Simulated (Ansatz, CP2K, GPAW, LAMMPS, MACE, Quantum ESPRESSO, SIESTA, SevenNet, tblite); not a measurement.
## GPAW runs on amorphous 63SiO2-37Rb2O (mol %) (105 atoms)

How do the settings of GPAW change the result for amorphous 63SiO2-37Rb2O (mol %) (105 atoms)? A plane-wave run serves as the yardstick.

Program: GPAW 26.7.0. Level of theory: the method is named at each step. Results are calculated unless marked as measured.

**1. The structure**

The cell holds 105 atoms: 22 Si, 26 Rb and 57 O. Cell: a = 12.074 Å, b = 12.074 Å, c = 12.074 Å, α = 90.0°, β = 90.0°, γ = 90.0°. 105 atoms (22 Si, 26 K, 57 O) placed at random at 2.46 g/cm³, melted at 5000 K for 10 ps at fixed volume with the Morse and Coulomb pair potential with partial charges (Pedone, Malavasi, Menziani, Cormack and Segre, J. Phys. Chem. B 110, 11780 (2006)). Quenched from 5000 K to 300 K at 1000 K/ps and fixed volume, held 10 ps at zero pressure, then minimised at fixed cell. Then K was replaced by Rb and the cell scaled by 1.013 (the potential has no terms for the new elements, so the cell is a start for a DFT relaxation).

The yardstick, on the same geometry:

- method: Kohn-Sham DFT, PBE, SSSP efficiency 1.3.0 pseudopotentials, plane waves (Quantum ESPRESSO 7.5); sssp-pbe-1.3.0-efficiency, cutoffs 60/480 Ry, Γ point
- r.m.s. force component: 0.6304 eV/Å
- longest force: 2.243 eV/Å
- pressure: 5.021 GPa
- gap (highest filled to lowest empty level): 2.876 eV
- time: 12 min on 2 MPI ranks of Arm Neoverse V1, shared host
- CPU time: 24 min

**2. PBE, LCAO dzp, h 0.18 Å**

Method: Kohn-Sham DFT, PBE, PAW, atomic orbitals (dzp).

The input, run.py:

```python
import numpy as np
from ase.io import read
from gpaw import GPAW, FermiDirac
from ase.parallel import parprint as print

atoms = read("structure.xyz")
atoms.calc = GPAW(
    mode="lcao",
    basis="dzp",
    h=0.18,
    xc="PBE",
    kpts={"size": (1, 1, 1), "gamma": True},
    occupations=FermiDirac(0.05),
    maxiter=200,
    symmetry={"point_group": False},
    txt="gpaw.txt",
)
energy = atoms.get_potential_energy(force_consistent=True)
forces = atoms.get_forces()
print(f"energy {energy:.6f} eV")
print("forces (eV/A)")
for i, (a, f) in enumerate(zip(atoms, forces)):
    print(f"{i:4d} {a.symbol:2s} {f[0]:10.5f} {f[1]:10.5f} {f[2]:10.5f}")
print(f"Fermi level {atoms.calc.get_fermi_level():.4f} eV")
for k in range(len(atoms.calc.get_ibz_k_points())):
    for s in range(atoms.calc.get_number_of_spins()):
        e = atoms.calc.get_eigenvalues(kpt=k, spin=s)
        n = np.searchsorted(e, atoms.calc.get_fermi_level())
        print(f"k {k} spin {s} levels about the Fermi level:", np.round(e[max(n - 6, 0):n], 4).tolist(), "|", np.round(e[n:n + 6], 4).tolist())
```

The input, structure.xyz:

```xyz
105
Lattice="12.07362 0.00000 0.00000 0.00000 12.07362 0.00000 0.00000 0.00000 12.07362" Properties=species:S:1:pos:R:3 pbc="T T T"
Si 0.81207 7.24586 9.76671
Si 10.47809 8.84972 3.15508
Si 9.48793 7.04266 5.68088
Si 6.47206 3.83543 11.09252
Si 4.02897 0.63302 8.06928
Si 0.36426 7.68015 6.64653
Si 7.41079 7.64562 8.17251
Si 0.34180 2.38695 5.12368
Si 2.84998 1.38702 3.23754
Si 5.92030 1.54941 4.29712
Si 6.98000 11.22436 11.28425
Si 5.22450 9.90133 8.99630
Si 9.98657 8.37318 9.95180
Si 11.02527 10.34154 7.57414
Si 8.64121 8.96128 0.64618
Si 0.66586 2.46459 10.74564
Si 7.66554 5.87961 0.96215
Si 2.80156 9.45461 10.63903
Si 3.61834 3.07672 9.88648
Si 7.05450 1.51367 1.17923
Si 2.79118 7.16231 4.46821
Si 0.81775 0.80265 7.91522
Rb 7.69911 9.94190 5.35827
Rb 11.55530 5.95326 0.42994
Rb 9.03867 3.07974 6.01653
Rb 3.38737 0.80459 0.10347
Rb 10.71123 2.93944 1.43193
Rb 1.45294 10.71546 4.86712
Rb 11.91449 0.31162 2.18967
Rb 6.03838 3.80657 7.54372
Rb 1.63513 9.13224 2.07292
Rb 9.51691 1.85668 10.79683
Rb 4.55357 4.42414 3.10690
Rb 8.54462 3.72495 3.29151
Rb 4.49187 6.52470 10.63070
Rb 3.46923 3.59528 5.90931
Rb 3.74946 6.43995 7.85341
Rb 0.72333 4.41834 8.13207
Rb 4.35870 10.90127 5.28849
Rb 11.89227 11.05400 10.95331
Rb 11.88129 5.55036 3.78097
Rb 2.34482 4.83186 0.80459
Rb 9.41670 0.03441 4.09090
Rb 7.52742 0.22276 7.60191
Rb 4.73238 10.53532 1.68717
Rb 4.66501 7.49965 1.88493
Rb 9.47224 5.04629 10.19545
Rb 6.44490 5.68257 4.97614
O 1.41672 7.39521 5.46899
O 8.60849 1.28210 1.35478
O 11.70586 3.67811 10.76182
O 5.82794 10.51178 10.36895
O 8.31389 7.59310 6.75688
O 3.33099 3.87877 8.56539
O 11.33085 10.11866 3.55158
O 2.59257 10.99182 10.55222
[... 45 atom lines left out ...]
O 1.56728 1.64298 4.27297
O 0.94343 7.18767 8.10997
O 0.24835 1.53407 6.56177
O 6.47412 6.40892 8.29989
```

The run is started by

```console
$ OMP_NUM_THREADS=1 mpirun -np 2 gpaw python run.py > output.txt
```

The log of the run:

```text
energy -617.462407 eV
forces (eV/A)
   0 Si    0.02242    2.03876   -0.38573
   1 Si    0.88476   -1.57228   -0.40279
   2 Si    0.88962    1.25503    0.21019
   3 Si    0.79739   -1.00205    0.87608
   4 Si   -0.60763    1.08022    1.04243
   5 Si   -1.19092    1.24708    0.67636
   6 Si    0.92822    0.43084    0.22096
   7 Si    1.10359    0.59521   -0.00973
   8 Si    0.09474    0.39097   -0.12919
   9 Si   -0.17636   -0.60556   -1.59636
  10 Si    1.54577    0.70076   -1.07075
  11 Si   -0.45962   -0.12421    1.81332
  12 Si   -0.20994    0.46108   -1.14830
  13 Si    0.02428   -1.58560   -0.37180
  14 Si    0.05985   -0.98890   -0.66008
  15 Si   -0.00019   -0.34348   -0.68126
  16 Si    0.41582   -0.53790    0.13859
  17 Si    0.68939    0.28305   -0.30241
  18 Si   -0.19241   -1.48194   -1.99712
  19 Si    0.42383   -0.81200   -0.57517
  20 Si    0.87844    0.40844    0.20907
  21 Si    0.93259    0.57005   -0.43174
  22 Rb   -0.27906   -1.26164   -0.00915
  23 Rb   -0.34435    1.10806    0.04178
[...]
97 O    -0.06911   -1.11465    1.35108
  98 O     1.02130   -0.44146   -1.90827
  99 O     0.41337   -0.56025    1.71498
 100 O    -0.50881   -1.87422   -0.14285
 101 O    -0.01666   -0.97190    0.47562
 102 O     0.64232   -0.68615   -0.65193
 103 O    -0.79042   -0.70254    0.55223
 104 O    -1.00975   -1.69417    0.08521
Fermi level 5.1915 eV
k 0 spin 0 levels about the Fermi level: [3.5428, 3.6441, 3.6941, 3.782, 3.8335, 3.9869] | [6.4674, 7.1876, 7.7203, 8.1222, 8.2739, 8.4741]
```

gpaw.txt:

```text
Input parameters:
  mode=LCAO(),
  basis={'default': 'dzp'},
  h=0.18,
  kpts=MonkhorstPack(size=(1, 1, 1), gamma=True),
  maxiter=200,
  occupations=Occupations(name='fermi-dirac', width=0.05, fixmagmom=False),
  symmetry=Symmetry(point_group=False),
  xc=XC(name='PBE')
Unit cell  # Å
| periodic |         x |         y |         z |   lengths |    angles |
|----------|-----------|-----------|-----------|-----------|-----------|
|      yes | 12.073620 |  0.000000 |  0.000000 | 12.073620 | 90.000000 |
|      yes |  0.000000 | 12.073620 |  0.000000 | 12.073620 | 90.000000 |
|      yes |  0.000000 |  0.000000 | 12.073620 | 12.073620 | 90.000000 |
Number of symmetries: 1
Symmetry operations  # r_c * U_cc + t_c -> r_c
|   | kind |            matrix            |
|---|------|------------------------------|
| 0 |  E   |  1, 0, 0,  0, 1, 0,  0, 0, 1 |
BZ-sampling:
  Number of BZ points: 1
  Number of IBZ points: 1
  Monkhorst-Pack size: [1, 1, 1]
  Monkhorst-Pack shift: [0, 0, 0]
[... lines left out ...]
        l=0, rc=2.2969 Bohr: 2s-dz split-valence wave
        l=1, rc=2.8906 Bohr: 2p-dz split-valence wave
        l=2, rc=5.3906 Bohr: d-type Gaussian polarization
      Number of RI-basis functions 0
Reference energy: -2398515.317673  # eV
eigensolver:
density mixing:
  MSR1-Mixer
occupation numbers:
  Fermi-Dirac:
    width: 0.0500  # eV
FastPoissonSolver using
    Stencil: 6*3+1=19 point O(h^6) finite-difference Laplacian
xc functional:
  name: PBE with 2 nearest neighbor stencil
interpolation: tri-quintic # 5. degree polynomial
Initialization done in: 10.783 s
convergence criteria:
- Maximum [total energy] change in last 3 cyles: 0.0005 eV / valence electron
- Maximum integral of absolute [dens]ity change: 0.0001 electrons / valence electron
- Maximum integral of absolute [eigenst]ate change: 4e-08 eV^2 / valence electron
maximum number of iterations: 200
SCF iterations
|iter     |      energy | eigst |  dens |
|---------|-------------|-------|-------|
|iter:   1| -694.967100 |      c|       |
|iter:   2| -675.431192 |      c| -0.88 |
|iter:   3| -617.626363 |      c| -0.93 |
|iter:   4| -617.411436 |      c| -1.47 |
|iter:   5| -617.530164c|      c| -1.75 |
|iter:   6| -617.465447c|      c| -2.22 |
|iter:   7| -617.462722c|      c| -2.93 |
|iter:   8| -617.462415c|      c| -3.45 |
|iter:   9| -617.462408c|      c| -3.86 |
|iter:  10| -617.462407c|      c| -4.29c|
Converged in 10 steps
SCF loop duration: 379.279 s (37.928 s/step)
Energy contributions relative to reference atoms: (reference = -2398515.317673)
Energy contributions:
  Kinetic:         910.067455
  Coulomb:        -750.300243
  Zero:              7.127258
  External:          0.000000
  Xc:             -784.356877
  Entropy:          -0.000000
  Spinorbit:         0.000000
  ----------------------------
  Free energy:    -617.462407
  Extrapolated:   -617.462407
dipole moment: (99.908270, -109.413965, -65.982172)  # |e|*Ang
Fermi level: 5.192
Eigenvalues  # (at kpt = [0.000, 0.000, 0.000])
| band index |      eig [eV] | occ [0-2] |
|------------|---------------|-----------|
|          0 |       -23.970 |     2.000 |
|        ... |               |           |
|        324 |         3.431 |     2.000 |
|        325 |         3.470 |     2.000 |
[...]
|        339 |         8.844 |     0.000 |
|        ... |               |           |
|        402 |        12.334 |     0.000 |
Gap: 2.481 eV
Transition (v -> c):
  (s=0, k=0, n=331, [0.00, 0.00, 0.00]) -> (s=0, k=0, n=332, [0.00, 0.00, 0.00])
No difference between direct/indirect transitions
Force computation time: 94.519  # s
```

Wall time 8.1 min (2 MPI ranks of Arm Neoverse V1, shared host); peak memory 3.6 GiB.

Banners, paths, timers and routine set-up lines are dropped from the logs unmarked, and long logs keep their key lines alone; longer cuts are marked.

Compared with the plane-wave run:

```
r.m.s. force component                           : 0.8775 eV/Å
r.m.s. difference of force components            : 295.4 meV/Å
longest difference of force vectors              : 928.6 meV/Å
force difference over r.m.s. force               : 46.86 %
slope of forces against the reference's          : 1.359
correlation of force components                  : 0.9763
gap (highest filled to lowest empty level) : 2.481 eV
gap difference                                   : -0.3957 eV
```

This run lies far from the reference in forces at the same functional.

Length of the force difference by element (eV/Å):

```csv
element,atoms,mean,most
O,57,0.63,0.93
Rb,26,0.25,0.53
Si,22,0.21,0.39
```

Levels nearest the highest filled one (eV from it): -0.44, -0.34, -0.29, -0.20, -0.15, 0.00, 2.48, 3.20, 3.73, 4.14, 4.29, 4.49.

Local excerpt of 13 atoms (numbers count through the whole input) about Rb42, which has 4 bonded neighbours where the commonest count for Rb is 5; x, y, z are measured from there.

```csv
atom,x,y,z,distance (Å),bonds,Fx,Fy,Fz (eV/Å)
Rb42,0.00,0.00,0.00,0.00,4,0.24,-0.47,-0.26
O80,0.55,-2.29,1.36,2.72,4,-0.30,1.61,-1.16
O66,0.07,1.63,2.27,2.79,6,-0.92,-0.88,-1.69
O89,-0.69,1.33,-2.39,2.82,5,0.65,-2.09,0.77
O76,-0.08,-1.91,-2.08,2.82,4,0.59,0.65,1.37
Rb24,-2.86,1.12,-0.37,3.10,5,-0.34,1.11,0.04
Rb33,2.21,-0.41,2.30,3.22,6,-0.30,-0.97,-0.85
O65,2.52,-1.08,-2.16,3.49,3,-0.72,0.78,1.28
Rb35,2.15,1.69,-2.25,3.54,6,0.60,0.44,1.02
Si16,-1.68,-2.37,-2.13,3.60,4,0.00,-0.34,-0.68
O51,-2.71,-1.15,-2.12,3.63,6,-0.59,1.37,0.00
Si19,1.27,-1.76,-2.99,3.69,4,-0.19,-1.48,-2.00
Rb46,2.32,2.67,1.08,3.70,4,0.57,-0.25,0.05
```

Atoms are counted from 1 here, from 0 in the log.

Forces lie 47 % from the reference's, at 0.67 times its CPU time.

**3. RPBE, LCAO dzp, h 0.18 Å**

Method: Kohn-Sham DFT, RPBE, PAW, atomic orbitals (dzp).

run.py: that of step 2 with these lines changed.

```diff
@@ -10,3 +10,3 @@
     h=0.18,
-    xc="PBE",
+    xc="RPBE",
     kpts={"size": (1, 1, 1), "gamma": True},
```

structure.xyz is that of step 2.

The log of the run:

```text
energy -582.104424 eV
forces (eV/A)
   0 Si    0.01915    2.06100   -0.38380
   1 Si    0.90931   -1.59487   -0.40312
   2 Si    0.88145    1.26964    0.21993
   3 Si    0.80337   -1.01444    0.88464
   4 Si   -0.61661    1.08183    1.05792
   5 Si   -1.17640    1.25751    0.67595
   6 Si    0.92858    0.43169    0.21974
   7 Si    1.10328    0.61033   -0.01638
   8 Si    0.09098    0.39934   -0.14004
   9 Si   -0.18400   -0.62214   -1.61207
  10 Si    1.57814    0.73324   -1.10170
  11 Si   -0.47445   -0.14485    1.81826
[...]
100 O    -0.53536   -2.00409   -0.18983
 101 O    -0.01805   -0.99981    0.49940
 102 O     0.70151   -0.70408   -0.67454
 103 O    -0.88845   -0.72459    0.56313
 104 O    -1.05058   -1.80887    0.10826
Fermi level 5.4155 eV
k 0 spin 0 levels about the Fermi level: [3.7423, 3.8347, 3.8975, 3.9756, 4.0228, 4.1903] | [6.8162, 7.4909, 8.1142, 8.444, 8.6538, 8.838]
```

gpaw.txt:

```text
Input parameters:
  mode=LCAO(),
  basis={'default': 'dzp'},
  h=0.18,
  kpts=MonkhorstPack(size=(1, 1, 1), gamma=True),
  maxiter=200,
  occupations=Occupations(name='fermi-dirac', width=0.05, fixmagmom=False),
  symmetry=Symmetry(point_group=False),
  xc=XC(name='RPBE')
[... lines left out ...]
  Fermi-Dirac:
[... lines left out ...]
convergence criteria:
- Maximum [total energy] change in last 3 cyles: 0.0005 eV / valence electron
[... lines left out ...]
Converged in 10 steps
[... lines left out ...]
  Free energy:    -582.104424
[... lines left out ...]
dipole moment: (100.178936, -109.648195, -66.243671)  # |e|*Ang
Fermi level: 5.416
Eigenvalues  # (at kpt = [0.000, 0.000, 0.000])
| band index |      eig [eV] | occ [0-2] |
|------------|---------------|-----------|
|          0 |       -23.907 |     2.000 |
|        ... |               |           |
|        324 |         3.623 |     2.000 |
|        325 |         3.661 |     2.000 |
[...]
|        339 |         9.198 |     0.000 |
|        ... |               |           |
|        402 |        12.675 |     0.000 |
Gap: 2.626 eV
Transition (v -> c):
  (s=0, k=0, n=331, [0.00, 0.00, 0.00]) -> (s=0, k=0, n=332, [0.00, 0.00, 0.00])
No difference between direct/indirect transitions
Force computation time: 92.921  # s
```

Run time: 8 min. Hardware: 2 MPI ranks; peak memory 3.6 GiB.

Numbers from this run, and their distance from the reference:

* r.m.s. force component: 0.9233 eV/Å
* r.m.s. difference of force components: 345.8 meV/Å
* longest difference of force vectors: 1114 meV/Å
* force difference over r.m.s. force: 54.85 %
* slope of forces against the reference's: 1.422
* correlation of force components: 0.971
* gap (highest filled to lowest empty level): 2.626 eV
* gap difference: -0.2503 eV

Against the first run (47 %), the force difference from the reference is 55 %, at 0.99 times the CPU time; the model has changed, so this is no error of the program alone.

**4. PBE, LCAO dzp, h 0.28 Å**

Method: Kohn-Sham DFT, PBE, PAW, atomic orbitals (dzp).

run.py: that of step 3 with these lines changed.

```diff
@@ -3,3 +3,2 @@
 from gpaw import GPAW, FermiDirac
-from ase.parallel import parprint as print
 
@@ -9,4 +8,4 @@
     basis="dzp",
-    h=0.18,
-    xc="RPBE",
+    h=0.28,
+    xc="PBE",
     kpts={"size": (1, 1, 1), "gamma": True},
```

structure.xyz is that of step 3.

The run is started by

```console
$ OMP_NUM_THREADS=1 python run.py > output.txt
```

The log of the run:

```text
energy -560.067001 eV
forces (eV/A)
   0 Si    0.03862    2.05454   -0.41720
   1 Si    0.81161   -1.53899   -0.38209
   2 Si    0.88666    1.24226    0.15374
   3 Si    0.77776   -0.98144    0.85701
   4 Si   -0.65347    1.06860    1.06093
   5 Si   -1.17526    1.28002    0.61287
[...]
102 O    -0.60319   -3.45878    0.17604
 103 O     0.85409    1.09733    1.88205
 104 O     0.64496   -3.69074   -2.70317
Fermi level 5.2582 eV
k 0 spin 0 levels about the Fermi level: [3.5451, 3.6527, 3.7284, 3.7948, 3.8588, 4.0304] | [6.4698, 7.1955, 7.7233, 8.1293, 8.2818, 8.4817]
```

gpaw.txt:

```text
Input parameters:
  mode=LCAO(),
  basis={'default': 'dzp'},
  h=0.28,
  kpts=MonkhorstPack(size=(1, 1, 1), gamma=True),
  maxiter=200,
  occupations=Occupations(name='fermi-dirac', width=0.05, fixmagmom=False),
[... lines left out ...]
  Fermi-Dirac:
[... lines left out ...]
convergence criteria:
- Maximum [total energy] change in last 3 cyles: 0.0005 eV / valence electron
[... lines left out ...]
Converged in 10 steps
[... lines left out ...]
  Free energy:    -560.067001
[... lines left out ...]
Fermi level: 5.258
[... lines left out ...]
|        ... |               |           |
|        402 |        12.347 |     0.000 |
Gap: 2.439 eV
Transition (v -> c):
  (s=0, k=0, n=331, [0.00, 0.00, 0.00]) -> (s=0, k=0, n=332, [0.00, 0.00, 0.00])
No difference between direct/indirect transitions
Force computation time: 55.707  # s
timing:  # [seconds]
  Total:  294.494  # ━━━━━━━━━━━━━━━━━━━━━━━━━━━━━━━━━━━━━━━━━━━━━━━━━━━━━━━━
  Init:    13.848  # ━━╸
  SCF:    224.904  # ━━━━━━━━━━━━━━━━━━━━━━━━━━━━━━━━━━━━━━━━━━━
  Forces:  55.708  # ━━━━━━━━━━╸
```

Elapsed: 4.9 min, on 1 thread; peak memory 1.2 GiB.

Numbers from this run, and their distance from the reference:

- r.m.s. force component: 1.719 eV/Å
- r.m.s. difference of force components: 1501 meV/Å
- longest difference of force vectors: 5347 meV/Å
- force difference over r.m.s. force: 238.1 %
- slope of forces against the reference's: 1.382
- correlation of force components: 0.507
- gap (highest filled to lowest empty level): 2.439 eV
- gap difference: -0.4368 eV
- energy less the same-level run's: 546.6 meV/atom
- r.m.s. force difference from the same-level run: 1482 meV/Å

This is a coarse setting, run to see what it loses.

Against the first run (47 %), the force difference from the reference is 238 %, at 0.30 times the CPU time (on 1 against 2 cores): the grid matters here.

The difference per atom is largest on O (3.4 eV/Å on average, against 0.26 on Rb). The forces add up to 26 eV/Å instead of zero, usually a sign of too coarse a grid.

**5. All runs compared**

Differences are against the plane-wave reference, forces as r.m.s. over components; share is that over the reference's r.m.s. force, slope the least-squares factor from reference forces to these. Total energies of different programs have different zeros and aren't compared.

```csv
run,"Δ force, r.m.s. (meV/Å)",share (%),slope,Δ gap (eV),cores,CPU time,memory (GiB)
reference,-,-,-,-,2,24 min,5.6
"GPAW PBE, LCAO dzp, h 0.18 Å",295,46.9,1.359,-0.396,2,16 min,3.6
"GPAW RPBE, LCAO dzp, h 0.18 Å",346,54.8,1.422,-0.250,2,16 min,3.6
"GPAW PBE, LCAO dzp, h 0.28 Å (coarse)",1501,238,1.382,-0.437,1,4.9 min,1.2
```

Rows marked coarse were listed beforehand as settings not expected to be converged; some can still land near the reference.

CPU time is summed over cores on a shared host, where runs went side by side, so it is rough. Symmetry, cutoffs, thresholds, outputs and thread counts weren't matched or tuned between programs; memory under MPI is the largest rank's times the ranks.

Within one program, basis, potentials and functional, energies share a zero. Each run against its twin at the usual cutoff or grid and solver:

```csv
run,twin,Δ energy (meV/atom),"Δ force, r.m.s. (meV/Å)",CPU time over the twin's
"GPAW PBE, LCAO dzp, h 0.28 Å","LCAO dzp, h 0.18 Å",547,1482,0.30 (this twin ran on 2 cores)
```

**6. What came out**

```yaml
nearest_in_forces: GPAW PBE, LCAO dzp, h 0.18 Å, 47 %
its_cpu_time: 16 min
```

What this shows: The PBE run in local orbitals, coarse settings apart, differs by 47 % (GPAW PBE, LCAO dzp, h 0.18 Å); basis, grid and potentials can all enter, and differences of this size make the forces unusable. Rows with another functional or a dispersion term differ by 55 % (GPAW RPBE, LCAO dzp, h 0.18 Å), which mixes the change of model with differences of basis and potentials. Runs with settings chosen to be coarse differ by 238 % (GPAW PBE, LCAO dzp, h 0.28 Å), their programs' other errors included. One electronic-structure run takes under half the reference's CPU time: GPAW PBE, LCAO dzp, h 0.28 Å, at 238 % in 4.9 min against 24 min, too far off to be of use. GPAW PBE, LCAO dzp, h 0.18 Å stiffens the forces by a factor of 1.36 while following their directions (correlation 0.976). At the same functional, gaps differ from the reference's 2.88 eV by between -0.44 and -0.40 eV. The quench rate of 1000 K/ps is many orders above laboratory rates, so the cell is likely richer in defects and strain than a real sample. The network of bonds at the start is that of the classical potential that made the cell, and needn't be the one that DFT or experiment would give. The reference's stress is far from hydrostatic: its diagonal is 3.4, 6.7, 5.0 GPa, compression counted positive. The reference's pressure of 5.0 GPa belongs to a cell and atoms that aren't relaxed at this level. The electronic-structure runs sample only Γ, in a cell whose shortest periodic width is 12 Å.

[Also dropped from logs without a mark: logging warnings of Python, and SIESTA's first energy breakdown and zero terms.]

[Logs are printed without paths, hosts, clocks, repeated set-up lines and the standing remarks that a program may print on its own settings, such as how far it seeks lower states.]

[Hosts, paths, dates, database ids (printed as entryN), source tags and the programs' standing remarks are cut or masked in the printed files.]
